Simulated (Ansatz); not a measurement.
# Lattice dynamics of WS2 monolayer (1T), part 2 of 2

How does WS2 monolayer (1T) vibrate, and is this structure a minimum?

Ansatz 0.2.0; DFT PBEsol, scalar-relativistic, plane waves, PAW; PAW set soft_1.

So far. Step 4 (Tight relaxation): The largest force component left is 0.12 meV/Å, within the tolerances set. Step 5 (Linear response at the zone centre): Before it was imposed, the acoustic sum rule was missed by 2.1e-5 eV/Å². Small misses are needed for a sound result but don't prove that mesh and cutoff are converged. The lowest optical mode is real, 226 cm⁻¹.

### Step 6. Response at finite wavevector (continued)

Frequencies (cm⁻¹) solved at each irreducible wavevector; negative means imaginary. Frequencies by wavevector, by row:

```tsv
q in reciprocal lattice units	star	mode 1	mode 2	mode 3	mode 4	mode 5	mode 6	mode 7	mode 8	mode 9
0 0 0	1	0	0	0	225.8	225.8	276	276	371.3	383.4
0 0.1667 0	6	36.2	58.4	77.6	246.8	269.3	289.3	300.1	371.7	385.6
0 0.3333 0	6	-41.8	88.2	94.5	270.6	298.6	315.2	337.3	359.5	375.2
0 -0.5 0	3	-212	56.1	117.2	281.8	298.9	325.7	342.1	359.9	373.5
0.1667 0.1667 0	6	78	88	89.9	261.8	288	303.9	329.1	363.1	369.1
0.1667 0.3333 0	12	-157.7	54.9	111.6	286.5	303.5	323.9	345.9	350.7	364.6
0.3333 0.3333 0	2	-152.5	-152.5	114.9	309.2	315.5	315.5	339.9	344.2	344.2
```

Interpolated from a 6×6×1 q mesh. The phonon branches at the labelled points (cm⁻¹):

```tsv
point	branch 1	branch 2	branch 3	branch 4	branch 5	branch 6	branch 7	branch 8	branch 9
Γ	0	0	0	226	226	276	276	371	383
halfway	68	79	96	259	296	300	316	370	377
M	-212	56	117	282	299	326	342	360	374
halfway	-191	-22	116	291	304	328	343	354	362
K	-152	-152	115	309	316	316	340	344	344
halfway	78	88	90	262	288	304	329	363	369
Γ	0	0	0	226	226	276	276	371	383
```

The phonon density of states has structure finer than the step of the table below, so its rows give means over 20 cm⁻¹, whole bins alone (the curve runs from -212 to 388 cm⁻¹). Peaks (cm⁻¹: height): 87.5: 0.0517, 112.5: 0.0461, 297.5: 0.0817, 342.5: 0.0790, 372.5: 0.105.

Tetrahedra on a 24×24×1 mesh, mean over bins of 5 cm-1. Interpolated from a 6×6×1 q mesh. The phonon density of states by wavenumber; means over each step:

wavenumber (cm⁻¹), phonon density of states (1/cm⁻¹/cell) and a bar:
```
     -200      0.004 ##
     -180      0.007 ###
     -160      0.006 ###
     -140      0.004 ##
     -120      0.003 ##
     -100      0.003 ##
      -80      0.003 #
      -60      0.002 #
      -40      0.002 #
      -20      0.002 #
        0      0.003 #
       20      0.006 ###
       40      0.010 #####
       60      0.021 ##########
       80      0.033 ################
      100      0.025 ############
      120      0.016 ########
      140      0.000 
      160      0.000 
      180      0.000 
      200      0.000 
      220      0.001 #
      240      0.008 ####
      260      0.017 ########
      280      0.036 ##################
      300      0.061 ##############################
      320      0.041 ####################
      340      0.045 ######################
      360      0.054 ###########################
```

The partial phonon density of states has structure finer than the step of the table below, so its rows give means over 20 cm⁻¹, whole bins alone (the curve runs from -220 to 409 cm⁻¹). Peaks (cm⁻¹: height): S 301.9: 0.0677, 345.4: 0.0673, 369.1: 0.0647; W -168.2: 0.0074, -124.8: 0.00745, -93.2: 0.0066, -45.8: 0.0056, 88.6: 0.0367, 112.3: 0.0284, 373.0: 0.00492.

Phonopy on the run's constants, 21x21x1 mesh, Gaussian sigma 4.5 cm-1. Interpolated from a 6×6×1 q mesh. Partial phonon density of states against wavenumber; means over each step; values in 1/cm⁻¹/cell:

```tsv
wavenumber (cm⁻¹)	S	W
-200	3.9e-4	0.00375
-180	5.6e-4	0.00610
-160	5.1e-4	0.00587
-140	2.2e-4	0.00253
-120	3.3e-4	0.00399
-100	2.3e-4	0.00297
-80	2.0e-4	0.00278
-60	1.1e-4	0.00128
-40	2.7e-4	0.00373
-20	3.4e-6	5.6e-5
0	3.7e-4	0.00105
20	0.00126	0.00463
40	0.00210	0.00829
60	0.00351	0.0175
80	0.00497	0.0281
100	0.00402	0.0218
120	0.00229	0.0135
140	3.0e-6	2.1e-5
160	0	0
180	0	0
200	0	0
220	9.7e-4	3.2e-4
240	0.00635	0.00171
260	0.0148	0.00253
280	0.0333	0.00276
300	0.0572	0.00329
320	0.0371	0.00348
340	0.0440	9.7e-4
360	0.0529	0.00244
380	0.0310	0.00359
```

Symmetry leaves 7 wavevectors to solve. The lowest mode among them, the acoustic zeros apart, lies at q = (0, -0.5, 0) and is imaginary, 212.0i cm⁻¹, so the energy falls along it.

### Step 7. Isotope substitution, element S, natural mass 32.06 amu

An isotope changes the mass and not the force constants, so no new electronic calculation is needed; the shifts show which modes move this element.

The same force constants with the mass of S changed from 32.060 to 33.968 u (phonopy, no LO-TO term). Both lists are sorted by frequency; levels can cross, so a row need not hold one and the same mode. Modes under 3 cm⁻¹ are left out. Isotope shifts, by row:

```tsv
q	rank	natural mass (cm⁻¹)	changed mass (cm⁻¹)
0 0 0	4	225.8	221.1
0 0 0	5	225.8	221.1
0 0 0	6	276	268.1
0 0 0	7	276	268.1
0 0 0	8	371.3	360.7
0 0 0	9	383.4	375.3
0 0.1667 0	1	36.23	35.93
0 0.1667 0	2	58.37	57.98
0 0.1667 0	3	77.61	77.29
0 0.1667 0	4	246.8	241.3
0 0.1667 0	5	269.3	262.6
0 0.1667 0	6	289.3	281.1
0 0.1667 0	7	300.1	292.3
0 0.1667 0	8	371.7	361.3
0 0.1667 0	9	385.6	376.9
0 0.3333 0	1	-41.81	-41.69
0 0.3333 0	2	88.15	87.72
0 0.3333 0	3	94.51	93.93
0 0.3333 0	4	270.6	264.2
0 0.3333 0	5	298.6	290.1
0 0.3333 0	6	315.2	307.4
0 0.3333 0	7	337.3	328.1
0 0.3333 0	8	359.5	349.6
0 0.3333 0	9	375.2	365.6
0 -0.5 0	1	-212	-211.4
0 -0.5 0	2	56.12	55.9
0 -0.5 0	3	117.2	116.8
0 -0.5 0	4	281.8	274.8
0 -0.5 0	5	298.9	290.4
0 -0.5 0	6	325.7	317.5
0 -0.5 0	7	342.1	332.4
0 -0.5 0	8	359.9	349.6
0 -0.5 0	9	373.5	364.1
```

A mode of this element alone would shift by -2.85 %. The highest zone-centre frequency without the field goes from 383.4 to 375.3 cm⁻¹ (-2.1 %). The product of the frequency ratios over all optical modes at Γ is 0.860; the product rule, (m/m′)^(3k/2) (M′/M)^(3/2) with k = 2 such atoms and M the mass of the cell, gives 0.860.

### Step 8. Another isotope, element W, natural mass 183.84 amu

The same for W, from 183.84 to 185.95 u.

A mode of this element alone would shift by -0.57 %. The highest zone-centre frequency without the field goes from 383.4 to 382.8 cm⁻¹ (-0.1 %). The product of the frequency ratios over all optical modes at Γ is 0.996; the product rule, (m/m′)^(3k/2) (M′/M)^(3/2) with k = 1 such atoms and M the mass of the cell, gives 0.996.

### Step 9. Results

| Quantity | Value |
| --- | --- |
| space group after relaxation (within 0.01 Å) | P-3m1 |
| area per atom | 2.86 Å² |
| electronic character | no gap on this mesh |
| highest optical mode at the zone centre (no LO-TO term) | 383 cm⁻¹ |
| lowest optical zone-centre mode | 226 cm⁻¹ |
| lowest mode on the q mesh (acoustic modes at Γ apart) | -212 cm⁻¹ |
| highest frequency on the path or at a solved wavevector | 387 cm⁻¹ |
| imaginary modes on the 6×6×1 q mesh | yes |

Modes are clearly imaginary (beyond 10i cm⁻¹) at 4 of the 7 irreducible wavevectors, most at q = (0, -0.5, 0) (212.0i cm⁻¹), so this structure is not a minimum of the energy. The optical modes at Γ span 226 to 383 cm⁻¹. The highest mode in this list at Γ, 383.4 cm⁻¹, is mostly motion of S (74 % of the kinetic energy). With no gap, or one that is small against the smearing, the frequencies hang on the k mesh and the smearing, most of all near Kohn anomalies. In a sheet or slab the interpolated bending branch near Γ is rough, since the rotational sum rule isn't imposed. Spin-orbit coupling is left out, which can matter for the heavy elements here. The PAW files were made for PBE and serve the other functionals too. The starting cell was built on a prototype and not taken from a measurement. These are harmonic frequencies at zero temperature: anharmonic shifts, linewidths and thermal expansion are left out.

[Logs are printed without paths, hosts, clocks, repeated set-up lines and the standing remarks that a program may print on its own settings, such as how far it seeks lower states.]

[Hosts, paths, dates, database ids (printed as entryN), source tags and the programs' standing remarks are cut or masked in the printed files.]
